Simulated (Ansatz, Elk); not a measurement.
**MgNiAg: X-ray structure factors from the self-consistent density**

Structure refinements treat a crystal as free atoms side by side. For a made-up structure of MgNiAg (cell and positions from a PBE relaxation) the runs below show what the calculated density changes in F(hkl).

Main program and level: Elk 11.2.3 (patched build); DFT, PBE, all-electron APW+lo, Dirac cores, scalar-relativistic bands, static density, no spin.

The structure was built from a prototype and need not be the compound's stable phase.

**1. The starting structure**

Symmetry: P3m1, No. 156, trigonal system. Conventional cell: a = 2.893 Å, b = 2.893 Å, c = 6.537 Å, α = 90.00°, β = 90.00°, γ = 120.00°. Nearest to Ag lie 3 Ni at 2.73 Å and 6 Ag at 2.89 Å and 3 Mg at 2.92 Å. Ni has 3 Mg at 2.60 Å and 3 Ag at 2.73 Å and 6 Ni at 2.89 Å nearest. Nearest to Mg lie 3 Ni at 2.60 Å and 6 Mg at 2.89 Å and 3 Ag at 2.92 Å. Farther neighbours are not listed.

**2. Ground state and structure factors**

An all-electron density is needed, since X-rays see the cores too. Task 0 finds the density and task 195 Fourier-transforms it; tshift is off so that phases refer to the origin typed.

elk.in reads:

```
tasks
  0
  195

xctype
  20

spinpol
  .false.

rgkmax
  7.0

gmaxvr
  14.0

lmaxo
  7

lmaxapw
  8

swidth
  0.002

tshift
  .false.

ramdisk
  .false.

hmaxvr
  5.5

maxscl
  120

epspot
  1e-06

sppath
  './'

avec
  5.46715702067 -0.00000000000 -0.00000000000
  -2.73357851033 4.73469686637 0.00000000000
  -0.00000000000 0.00000000000 12.35250138517

atoms
  3
  'Ag.in'
  1
  0.3333333333 0.6666666667 0.9856402700   0.000000 0.000000 0.000000
  'Ni.in'
  1
  0.6666666667 0.3333333333 0.6559479532   0.000000 0.000000 0.000000
  'Mg.in'
  1
  0.0000000000 0.0000000000 0.3517117767   0.000000 0.000000 0.000000

ngridk
  9 9 4
```

On the command line:

```bash
OMP_NUM_THREADS=4 elk
```

Numbers of over 12 decimals in the logs are rounded to 6 here.

Output:

```text
┌─────────────────────────┐
│ Elk code version 11.2.3 │
└─────────────────────────┘

All units are atomic (Hartree, Bohr, etc.)

┌─────────────────────────────────────────────────┐
│ Ground-state run starting from atomic densities │
└─────────────────────────────────────────────────┘

Lattice vectors :
   5.467157021      -0.000000000      -0.000000000
  -2.733578510       4.734696866       0.000000000
  -0.000000000       0.000000000       12.35250139

Reciprocal lattice vectors :
   1.149260079      0.6635256157       0.000000000
   0.000000000       1.327051231       0.000000000
   0.000000000       0.000000000      0.5086569199

Unit cell volume      :    319.7485897
Brillouin zone volume :   0.7757664035

Muffin-tin inner radius fraction :   0.1000000000E-01

Nuclei treated as point charges

Species : 1 (Ag)
 parameters loaded from : Ag.in
 name : silver
 nuclear charge    :   -47.00000000
 electronic charge :    47.00000000
 atomic mass :    196631.6998
 muffin-tin radius :    2.600000000
 number of radial points in muffin-tin :   1193
 inner part over the whole radius :   0.9869554211E-02
 number on inner part of muffin-tin    :    849
 approximate nuclear radius :   0.8648227117E-04
 number of mesh points to nuclear radius :    425
 atomic positions (lattice), magnetic fields (Cartesian) :
  1 :   0.33333333  0.66666667  0.98564027    0.00000000  0.00000000  0.00000000

Species : 2 (Ni)
 parameters loaded from : Ni.in
 name : nickel
 nuclear charge    :   -28.00000000
 electronic charge :    28.00000000
 atomic mass :    106991.5231
 muffin-tin radius :    2.400000000
 number of radial points in muffin-tin :    993
 inner part over the whole radius :   0.9944305101E-02
 number on inner part of muffin-tin    :    701
 approximate nuclear radius :   0.7325707712E-04
 number of mesh points to nuclear radius :    335
 atomic positions (lattice), magnetic fields (Cartesian) :
  1 :   0.66666667  0.33333333  0.65594795    0.00000000  0.00000000  0.00000000

Species : 3 (Mg)
 parameters loaded from : Mg.in
 name : magnesium
 nuclear charge    :   -12.00000000
 electronic charge :    12.00000000
 atomic mass :    44305.30466
 muffin-tin radius :    2.200000000
 number of radial points in muffin-tin :    793
 inner part over the whole radius :   0.9941530515E-02
 number on inner part of muffin-tin    :    552
 approximate nuclear radius :   0.5710277704E-04
 number of mesh points to nuclear radius :    241
 atomic positions (lattice), magnetic fields (Cartesian) :
  1 :   0.00000000  0.00000000  0.35171178    0.00000000  0.00000000  0.00000000

Total number of atoms per unit cell :    3
Total muffin-tin volume :    176.1302505
 ratio of muffin-tin to unit cell volume :   0.5508398042

Spin treatment :
 spin-unpolarised

Number of Bravais lattice symmetries :   24
Number of crystal symmetries         :    6
Crystal has no inversion symmetry
Complex Hermitian eigensolver will be used

k-point grid :      9     9     4
k-point offset :    0.000000000       0.000000000       0.000000000
k-point set is reduced with full crystal symmetry group
Total number of k-points :       76

Muffin-tin radius times maximum |G+k| :    7.000000000
 using average radius
Maximum |G+k| for APW functions       :    2.916666667
Maximum (1/2)|G+k|²                   :    4.253472222
Maximum |G| for potential and density :    14.00000000
Constant for pseudocharge density :    9
 order of it for each species :   16  16  16
 order of it for pair densities of each species (exact exchange by exxq0 0: 17) :   11  10   7
Radial integration step length :    1

G-vector grid sizes :     25    25    56
Number of G-vectors :    14767

Maximum angular momentum used for
 APW functions            :    8
 outer part of muffin-tin :    7
 inner part of muffin-tin :    2

Total nuclear charge    :   -87.00000000
Total core charge       :    42.00000000
Total valence charge    :    45.00000000
Total excess charge     :    0.000000000
Total electronic charge :    87.00000000

[...]
correlation                 :     -4.307729
 electron entropic           :    -0.58332738371719E-03
 total energy                :     -7038.4467098052

Density of states at Fermi energy :    46.35844966
 (states/Hartree/unit cell)

Estimated indirect band gap :   0.1060469789E-02
 from k-point 37 to k-point 17
Estimated direct band gap   :   0.1540829206E-01
 at k-point 44

Charges :
 core                        :    42.00000000
 valence                     :    45.00000000
 interstitial                :    3.149828688
 muffin-tins (core leakage)
  species : 1 (Ag)
   atom 1                    :    45.18511208     ( -0.3322260689E-06)
  species : 2 (Ni)
   atom 1                    :    28.13078706     (  0.2638484134E-03)
  species : 3 (Mg)
   atom 1                    :    10.53427217     ( -0.9828258873E-07)
 total in muffin-tins        :    83.85017131
 total calculated charge     :    86.99874584
 total charge                :    87.00000000
 error                       :   0.1254157855E-02

RMS change in Kohn-Sham potential (target) :   0.8129800018     (  0.1000000000E-05)
Absolute change in total energy (target)   :   0.5333502897     (  0.1000000000E-03)

[... loops 3 to 18 left out ...]

┌──────────────────┐
│ Loop number : 19 │
└──────────────────┘

Energies :
 Fermi                       :     0.210120
 sum of occupied eigenvalues :     -4165.2227899040
 electron kinetic            :      7308.9104048112
 core electron kinetic       :      6888.5673540659
 Coulomb                     :     -14117.808488480
 Coulomb potential           :     -11175.251612256
 nuclear-nuclear             :     -800.48697830102
 electron-nuclear            :     -15484.362139380
 Hartree                     :      2167.0406292009
 Madelung                    :     -8530.1826823519
 xc potential                :     -298.88158245888
 exchange                    :     -225.24921173049
 correlation                 :     -4.307062
 electron entropic           :    -0.89218200386402E-03
 total energy                :     -7038.4552496458

Density of states at Fermi energy :    71.33851604
 (states/Hartree/unit cell)

Estimated indirect band gap :   0.8304297595E-03
 from k-point 32 to k-point 31
Estimated direct band gap   :   0.1246339732E-01
 at k-point 63

Charges :
 core                        :    42.00000000
 valence                     :    45.00000000
 interstitial                :    3.249329947
 muffin-tins (core leakage)
  species : 1 (Ag)
[...]
species : 2 (Ni)
[...]
species : 3 (Mg)
[...]
total in muffin-tins        :    83.75067005
 total calculated charge     :    86.99873550
 total charge                :    87.00000000
 error                       :   0.1264499473E-02

RMS change in Kohn-Sham potential (target) :   0.4389306630E-06 (  0.1000000000E-05)
Absolute change in total energy (target)   :   0.3605259735E-05 (  0.1000000000E-03)

Convergence targets achieved

┌──────────────────┐
│ Loop number : 20 │
└──────────────────┘

Energies :
 Fermi                       :     0.210120
 sum of occupied eigenvalues :     -4165.2227841113
 electron kinetic            :      7308.9104095144
 core electron kinetic       :      6888.5673513485
 Coulomb                     :     -14117.808487934
 Coulomb potential           :     -11175.251608880
 nuclear-nuclear             :     -800.48697830102
 electron-nuclear            :     -15484.362141475
 Hartree                     :      2167.0406318422
 Madelung                    :     -8530.1826834939
 xc potential                :     -298.88158474599
 exchange                    :     -225.24921226468
 correlation                 :     -4.307062
 electron entropic           :    -0.89217995518236E-03
 total energy                :     -7038.4552449329

Density of states at Fermi energy :    71.33831973
 (states/Hartree/unit cell)

Estimated indirect band gap :   0.8303997027E-03
 from k-point 32 to k-point 31
Estimated direct band gap   :   0.1246344005E-01
 at k-point 24

Charges :
 core                        :    42.00000000
 valence                     :    45.00000000
 interstitial                :    3.249329742
 muffin-tins (core leakage)
  species : 1 (Ag)
   atom 1                    :    46.02232947     ( -0.3322787308E-06)
  species : 2 (Ni)
   atom 1                    :    27.13231856     (  0.2765078204E-03)
  species : 3 (Mg)
   atom 1                    :    10.59602223     ( -0.9828258696E-07)
 total in muffin-tins        :    83.75067026
 total calculated charge     :    86.99873550
 total charge                :    87.00000000
 error                       :   0.1264499393E-02

┌──────────────────────────────┐
│ Self-consistent loop stopped │
└──────────────────────────────┘

Warning : core states of species 2 leak from the muffin-tin :   0.2765078204E-03

Wrote STATE.OUT
```

Wall time 34 s (4 threads of Arm Neoverse V1, shared host); peak memory 0.16 GiB.

SFACRHO.OUT:

```text

h k l indices transformed by vhmat matrix:
   1.000000000       0.000000000       0.000000000    
   0.000000000       1.000000000       0.000000000    
   0.000000000       0.000000000       1.000000000    

      h      k      l  multipl.   |H|            Re(F)            Im(F)           |F|

      0      0      0      1   0.0000000       87.000000     -0.14028382E-17   87.000000    
      0      0     -1      1  0.50865692       23.361828       17.480167       29.177581    
      0      0      1      1  0.50865692       23.361828      -17.480167       29.177581    
      0      0     -2      1   1.0173138       28.427056      -5.9494673       29.042963    
      0      0      2      1   1.0173138       28.427056       5.9494673       29.042963    
      0     -1      0      3   1.3270512      -21.395073       13.617555       25.361131    
      0      1      0      3   1.3270512      -21.395073      -13.617555       25.361131    
     -1      1      1      3   1.4211956      -30.169509       59.928855       67.094463    
      0     -1     -1      3   1.4211956      -4.8127857       25.004148       25.463117    
     -1      0      1      3   1.4211956      -4.8127857      -25.004148       25.463117    
     -1      0     -1      3   1.4211956      -30.169509      -59.928855       67.094463    
      0      0     -3      1   1.5259708       63.198295       11.059259       64.158644    
      0      0      3      1   1.5259708       63.198295      -11.059259       64.158644    
      1      0     -2      3   1.6721221      -37.329468       50.324012       62.657763    
      0      1      2      3   1.6721221      -37.329468      -50.324012       62.657763    
     -1      0     -2      3   1.6721221       6.0189839      -22.467950       23.260201    
      0     -1      2      3   1.6721221       6.0189839       22.467950       23.260201    
      0      1      3      3   2.0222887      -21.823860      -2.4756163       21.963824
```

Elk indexes on the primitive cell of elk.in and gives |H| = 4π sin θ/λ in inverse bohr. Below, one row stands for each form hkl of the conventional cell (m members, Friedel mates merged), F is for one primitive cell and the density is static (no thermal factor). Free-atom factors are Waasmaier and Kirfel's, and R is Σm||F|−|F'||/Σm|F|.

```csv
hkl,m,sin θ/λ (Å⁻¹),"abs F, DFT",neutral atoms,diff.,abs of complex diff.
001,2,0.076,29.178,29.247,-0.069,0.224
002,2,0.153,29.043,29.102,-0.059,0.303
100,6,0.200,25.361,25.527,-0.166,0.254
101,6,0.214,67.094,67.395,-0.300,0.301
011,6,0.214,25.463,25.600,-0.137,0.203
003,2,0.230,64.159,64.560,-0.402,0.402
012,6,0.252,62.658,62.955,-0.297,0.298
102,6,0.252,23.260,23.401,-0.140,0.143
013,6,0.304,21.964,22.019,-0.055,0.067
103,6,0.304,23.859,23.920,-0.061,0.076
004,2,0.306,22.881,22.906,-0.025,0.060
110,6,0.346,54.164,54.207,-0.042,0.042
111,12,0.354,19.709,19.705,+0.004,0.035
014,6,0.365,22.774,22.759,+0.015,0.072
```

**3. The highest occupied states alone**

An energy window below the Fermi level keeps the highest occupied states, to see at which angles they scatter; shallow core shells can lie inside it and anion s states outside. No new self-consistency is needed.

elk.in, as its differences from that of step 2:

```diff
@@ -1,3 +1,2 @@
 tasks
-  0
   195
@@ -40,2 +39,5 @@
 
+wsfac
+  -0.341120 0.510120
+
 sppath
```

On the command line:

```bash
OMP_NUM_THREADS=4 elk
```

Output:

```text
┌─────────────────────────────────┐
│ Elk code version 11.2.3 started │
└─────────────────────────────────┘

Info(readinput): the functional depends on the density's gradient
 muffin-tin radial points multiplied by    2.00000
 (not where nrmtscf is given)

┌────────────────────┐
│ Current task : 195 │
└────────────────────┘

Info(sfacrho): density structure factors written to SFACRHO.OUT

 Energy window :  -0.3411200000      0.5101200000

┌──────────────────┐
│ Elk code stopped │
└──────────────────┘
```

Wall time 5.9 s (4 threads); peak memory 0.16 GiB; 9 s of CPU time.

States within 15 eV below the Fermi level hold 23.00 electrons; any levels below the window count with the cores. Their amplitudes can exceed the total, where window and core parts have opposite phase:

```csv
hkl,sin θ/λ (Å⁻¹),"abs F, window","abs F, all"
001,0.076,8.297,29.178
002,0.153,6.486,29.043
100,0.200,5.489,25.361
101,0.214,9.949,67.094
011,0.214,5.070,25.463
003,0.230,9.031,64.159
012,0.252,8.086,62.658
102,0.252,4.421,23.260
013,0.304,3.515,21.964
103,0.304,3.182,23.859
```

**4. Another functional**

The difference from free atoms is small, so it is set against the change that PBEsol makes.

elk.in, as its differences from that of step 3:

```diff
@@ -1,2 +1,3 @@
 tasks
+  0
   195
@@ -4,3 +5,3 @@
 xctype
-  20
+  22
 
@@ -39,5 +40,2 @@
 
-wsfac
-  -0.341120 0.510120
-
 sppath
```

On the command line:

```bash
OMP_NUM_THREADS=4 elk
```

Output:

```text
┌─────────────────────────┐
│ Elk code version 11.2.3 │
└─────────────────────────┘

All units are atomic (Hartree, Bohr, etc.)

┌─────────────────────────────────────────────────┐
│ Ground-state run starting from atomic densities │
└─────────────────────────────────────────────────┘

Lattice vectors :
   5.467157021      -0.000000000      -0.000000000
  -2.733578510       4.734696866       0.000000000
  -0.000000000       0.000000000       12.35250139

Reciprocal lattice vectors :
   1.149260079      0.6635256157       0.000000000
[...]
muffin-tins (core leakage)
  species : 1 (Ag)
[...]
species : 2 (Ni)
   atom 1                    :    27.13136279     (  0.2822088478E-03)
  species : 3 (Mg)
   atom 1                    :    10.59527290     ( -0.9828259140E-07)
 total in muffin-tins        :    83.74578161
 total calculated charge     :    86.99872631
 total charge                :    87.00000000
 error                       :   0.1273693243E-02

┌──────────────────────────────┐
│ Self-consistent loop stopped │
└──────────────────────────────┘

Warning : core states of species 2 leak from the muffin-tin :   0.2822088478E-03

Wrote STATE.OUT
[key lines of the parts left out:]
total energy                :     -7034.2319868523
```

Elapsed: 34 s, on 4 threads; peak memory 0.16 GiB.

Against the first run R = 0.02 %; the largest change is -0.026 at 003.

**5. Basis size**

A smaller basis shows how fast F responds to it; the change is likely larger than the basis error of the first run, but doesn't show convergence.

elk.in, as its differences from that of step 4:

```diff
@@ -5,3 +5,3 @@
 xctype
-  22
+  20
 
@@ -11,3 +11,3 @@
 rgkmax
-  7.0
+  5.5
```

On the command line:

```bash
OMP_NUM_THREADS=4 elk
```

Output:

```text
┌─────────────────────────┐
│ Elk code version 11.2.3 │
└─────────────────────────┘

All units are atomic (Hartree, Bohr, etc.)

┌─────────────────────────────────────────────────┐
│ Ground-state run starting from atomic densities │
└─────────────────────────────────────────────────┘

Lattice vectors :
   5.467157021      -0.000000000      -0.000000000
  -2.733578510       4.734696866       0.000000000
  -0.000000000       0.000000000       12.35250139

Reciprocal lattice vectors :
   1.149260079      0.6635256157       0.000000000
[...]
muffin-tins (core leakage)
  species : 1 (Ag)
[...]
species : 2 (Ni)
   atom 1                    :    27.07772101     (  0.2761678235E-03)
  species : 3 (Mg)
   atom 1                    :    10.59167189     ( -0.9828258918E-07)
 total in muffin-tins        :    83.64748775
 total calculated charge     :    86.99834525
 total charge                :    87.00000000
 error                       :   0.1654748863E-02

┌──────────────────────────────┐
│ Self-consistent loop stopped │
└──────────────────────────────┘

Warning : core states of species 2 leak from the muffin-tin :   0.2761678235E-03

Wrote STATE.OUT
[key lines of the parts left out:]
total energy                :     -7038.3635760449
```

Run time: 31 s. Hardware: 4 threads; peak memory 0.16 GiB; 1.7 min of CPU time.

Against the first run R = 0.02 %; the largest change is +0.058 at 104.

**6. Basis size**

The basis and the expansions that go with it are enlarged, to see whether the differences are converged.

elk.in, as its differences from that of step 5:

```diff
@@ -11,12 +11,12 @@
 rgkmax
-  5.5
+  8.5
 
 gmaxvr
-  14.0
+  18.0
 
 lmaxo
-  7
+  9
 
 lmaxapw
-  8
+  10
```

On the command line:

```bash
OMP_NUM_THREADS=4 elk
```

Output:

```text
┌─────────────────────────┐
│ Elk code version 11.2.3 │
└─────────────────────────┘

All units are atomic (Hartree, Bohr, etc.)

┌─────────────────────────────────────────────────┐
│ Ground-state run starting from atomic densities │
└─────────────────────────────────────────────────┘

Lattice vectors :
   5.467157021      -0.000000000      -0.000000000
  -2.733578510       4.734696866       0.000000000
  -0.000000000       0.000000000       12.35250139

Reciprocal lattice vectors :
   1.149260079      0.6635256157       0.000000000
[...]
muffin-tins (core leakage)
  species : 1 (Ag)
[...]
species : 2 (Ni)
   atom 1                    :    27.14236498     (  0.2768919636E-03)
  species : 3 (Mg)
   atom 1                    :    10.59704518     ( -0.9828258829E-07)
 total in muffin-tins        :    83.76942315
 total calculated charge     :    86.99967156
 total charge                :    87.00000000
 error                       :   0.3284413079E-03

┌──────────────────────────────┐
│ Self-consistent loop stopped │
└──────────────────────────────┘

Warning : core states of species 2 leak from the muffin-tin :   0.2768919636E-03

Wrote STATE.OUT
[key lines of the parts left out:]
total energy                :     -7038.4664982401
```

Wall time 78 s (4 threads); peak memory 0.22 GiB.

Against the first run R = 0.01 %; the largest change is -0.009 at 113.

**7. Settings against the effect**

```csv
run,R against the first run (%),"R against neutral atoms, low angle (%)",wall time
"PBE, rgkmax 7",0.00,0.50,34 s
PBEsol,0.02,0.53,34 s
rgkmax 5.5,0.02,0.53,31 s
rgkmax 8.5 with larger expansions,0.01,0.49,78 s
```

**8. Results**

| Quantity | Value |
| --- | --- |
| R against neutral atoms, sin θ/λ < 0.3 Å⁻¹ | 0.50 % |
| R against neutral atoms, 0.3 to 0.81 Å⁻¹ | 0.16 % |

What this shows: Independent neutral atoms miss the calculated amplitudes by R = 0.50 % below 0.3 Å⁻¹ and 0.16 % from there to 0.81 Å⁻¹; by shells, 0.24 % below 0.15 Å⁻¹ (1 form), 0.51 % 0.15 to 0.3 (7 forms), 0.13 % 0.3 to 0.45 (17 forms), 0.17 % above 0.45 (89 forms). Bonding, aspherical density and the tables' own atoms all enter these figures, and the runs don't part them. The largest change of an amplitude is -0.40 electrons, at 003. R counts amplitudes alone; phases shift too. The window's part falls from 23.0 electrons at the origin to at most 2.29 between 0.45 and 0.81 Å⁻¹, where compact states inside the window still scatter. Below 0.3 Å⁻¹ the changes that finished (PBEsol, rgkmax 5.5 and rgkmax 8.5 with larger expansions) move F by R = 0.04 % at most, against the 0.50 % that separates it from free atoms. The k-mesh has no finished test. These runs have no spin, though d or f shells may be open. Part of the difference isn't bonding: the tables are fits to free atoms and ions calculated by other methods than this functional. Thermal motion, anomalous dispersion and extinction are left out.

[Logs are printed without paths, hosts, clocks, repeated set-up lines and the standing remarks that a program may print on its own settings, such as how far it seeks lower states.]

[Hosts, paths, dates, database ids (printed as entryN), source tags and the programs' standing remarks are cut or masked in the printed files.]
